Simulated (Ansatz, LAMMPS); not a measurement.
# Squeezing and shearing glassy 69SiO2-10CaO-10Na2O-10BaO (mol %) (81 atoms): runs compared

How stiff is glassy 69SiO2-10CaO-10Na2O-10BaO (mol %) (81 atoms), and how do its levels respond to strain?

Computed with Ansatz 0.2.0: Kohn-Sham DFT, PBE, PAW (set soft_2), plane waves.

## 1. The cell as built

The cell holds 81 atoms: 20 Si, 3 Ca, 6 Na, 3 Ba and 49 O. Cell: a = 10.400 Å, b = 10.400 Å, c = 10.400 Å, α = 90.0°, β = 90.0°, γ = 90.0°. 81 atoms (20 Si, 3 Ca, 6 Na, 3 Ba, 49 O) placed at random at 2.8 g/cm³, melted at 4000 K for 10 ps at fixed volume with the Morse and Coulomb pair potential with partial charges (Pedone, Malavasi, Menziani, Cormack and Segre, J. Phys. Chem. B 110, 11780 (2006)). Quenched from 4000 K to 300 K at 8 K/ps and fixed volume, held 10 ps at zero pressure.

Limits known from the start: The quench rate of 8 K/ps is orders of magnitude faster than experiment, which tends to freeze in extra defects. The starting topology of bonds comes from the classical model, and needn't be the one that DFT or experiment would give. The Brillouin zone is sampled at Γ only. Spin–orbit coupling is left out, which matters for the levels of the heavy elements.

## 2. The reference run

The reference is a single point at the end of the relaxation.

Every strained cell starts from the geometry of this run, and its atoms are relaxed with the cell held.

Its input, with most atom lines left out:

```yaml
crystal:
  lattice:
    - [10.24318, 0.04336, 0.26331]
    - [0.04336, 10.94437, 0.03362]
    - [0.26331, 0.03362, 10.40191]
  atoms:
    - { symbol: Si, position: [0.67158, 0.79327, 0.18888] }
    - { symbol: Si, position: [0.54293, 0.5761, 0.86871] }
    - { symbol: Si, position: [0.52955, 0.52525, 0.58648] }
    - { symbol: Si, position: [0.17688, 0.39156, 0.73171] }
    - { symbol: Si, position: [0.2622, 0.63938, 0.83767] }
    - { symbol: Si, position: [0.82809, 0.61725, 0.80262] }
    - { symbol: Si, position: [0.77828, 0.25074, 0.01709] }
    [... atom lines 8 to 81 left out ...]
kpoints:
  mp_grid: { grid: [1, 1, 1] }
hamiltonian:
  xc: pbe
scf:
  occupations: { method: gaussian, width: 0.05 }
output:
  forces: true
  stress: true
  populations: true
  dos:
    method: { smearing: { sigma: 0.15 } }
    de: 0.1
    projected: { site_lists: { Ba: [Ba], Ca: [Ca], Na: [Na], O: [O], Si: [Si] } }
  eigenvalues: true
  write_density: true
  write_potential: true
  volumetric_format: npy
  elf: true
```

```
free energy per atom   : -899.1914 eV/atom
r.m.s. force component : 0.00969 eV/Å
pressure               : -0.001463 GPa
```

Filled and empty levels are parted by 3.81 eV (at Γ alone); a semilocal functional tends to put such gaps too low. In a disordered cell it changes from sample to sample, and tail or defect levels can set it.

## 3. The runs

Each row is one run, on 4 threads of Arm Neoverse V1, shared host. The free energy is the program's total, comparable only between runs with the same functional, potentials and atoms.

```csv
run,atoms,outcome,"ionic steps, all passes",free energy (eV),time,host memory (GiB)
Single point at the start,81,converged,-,-72825.088,9.9 s,1.4
Cell and atoms relaxed,81,converged,45,-72834.506,8.1 min,1.5
Single point at the relaxed geometry,81,converged,-,-72834.506,17 s,1.5
Volume -3 %,81,converged,9,-72834.362,1.9 min,1.5
Volume +3 %,81,converged,10,-72834.412,2.2 min,1.5
Volume -6 %,81,converged,10,-72833.908,2 min,1.4
Volume +6 %,81,converged,14,-72834.157,3 min,1.6
Volume -10 %,81,converged,12,-72832.708,2.4 min,1.4
Stretched by 1 % along x,81,converged,5,-72834.473,61 s,1.5
Compressed by 1 % along x,81,converged,5,-72834.475,60 s,1.5
Sheared by 2 % in xy,81,converged,7,-72834.480,89 s,1.5
```

In some runs the program notes that the exchange-correlation potential is rough where the density is thin and the SCF threshold is loose for the stress.

## 4. Pressure against volume

Atoms are relaxed at each volume, in the scaled cell.

```csv
volume change (%),volume (Å³/atom),energy change (meV/atom),pressure (GPa),largest move on relaxing (Å),bonds,gap (eV)
-10,12.948,22.20,5.37,0.92,157,4.19
-6,13.523,7.38,2.96,0.36,155,4.04
-3,13.955,1.77,1.35,0.14,152,3.92
+0,14.387,0.00,0.00,-,147,3.81
+3,14.818,1.16,-0.92,0.20,147,3.69
+6,15.250,4.30,-1.60,0.61,142,3.57
```

## 5. Uniaxial strain and shear

Stress (GPa, compression positive) less that of the relaxed cell, atoms relaxed:

```csv
strain,xx,yy,zz,xy,energy change (meV/atom)
stretched by 1 % along x,-0.898,-0.245,-0.277,-0.030,0.40
compressed by 1 % along x,0.963,0.329,0.329,0.051,0.37
sheared by 2 % in xy,-0.054,0.136,0.060,-0.471,0.31
```

## 6. Findings

The bulk modulus, from the slope of pressure against ln V over the three points nearest the relaxed volume, is 37.9 GPa; a quadratic over all points gives a pressure derivative of about 6.9. The count of bonds runs from 142 to 157 over the series, so at some points contacts cross the cutoffs. At -10 % and +6 % some atom moved by over 0.5 Å on relaxing, so those points may sit in another local minimum. The gap goes from 4.19 eV at the smallest volume to 3.57 eV at the largest, -3.8 eV per unit of ln V by a straight line, on the run's k-points. In the Cartesian axes of the cell, finite differences give C11 = 93.0, C12 = 28.7, C13 = 30.3 and C66 = 23.5 GPa (the shear of 2 % is the engineering strain, εxy = 0.01). The mean of C11, C12 and C13, which equals the bulk modulus in a cubic or isotropic solid, is 50.7 GPa: it lies 34 % over the bulk modulus from the volumes. For an isotropic solid C66 would equal (C11 − C12)/2 = 32.2 GPa; so small a sample needn't be isotropic, and C66 rests on one shear. With the bulk modulus and C66 as K and G, Young's modulus would be about 59 GPa and Poisson's ratio 0.24.

Caveats: Strains are finite and relaxations stop at the force tolerance of the input, which can leave moduli too stiff; they are those of a static cell at zero temperature. Volumes are changed with the cell's shape held, so in an anisotropic solid the modulus lies over the one under free hydrostatic load. The program notes that the SCF threshold of the relaxations is loose for the stress.

The DFT runs together took 24 min of wall time.

[Logs are printed without paths, hosts, clocks, repeated set-up lines and the standing remarks that a program may print on its own settings, such as how far it seeks lower states.]

[Hosts, paths, dates, database ids (printed as entryN), source tags and the programs' standing remarks are cut or masked in the printed files.]
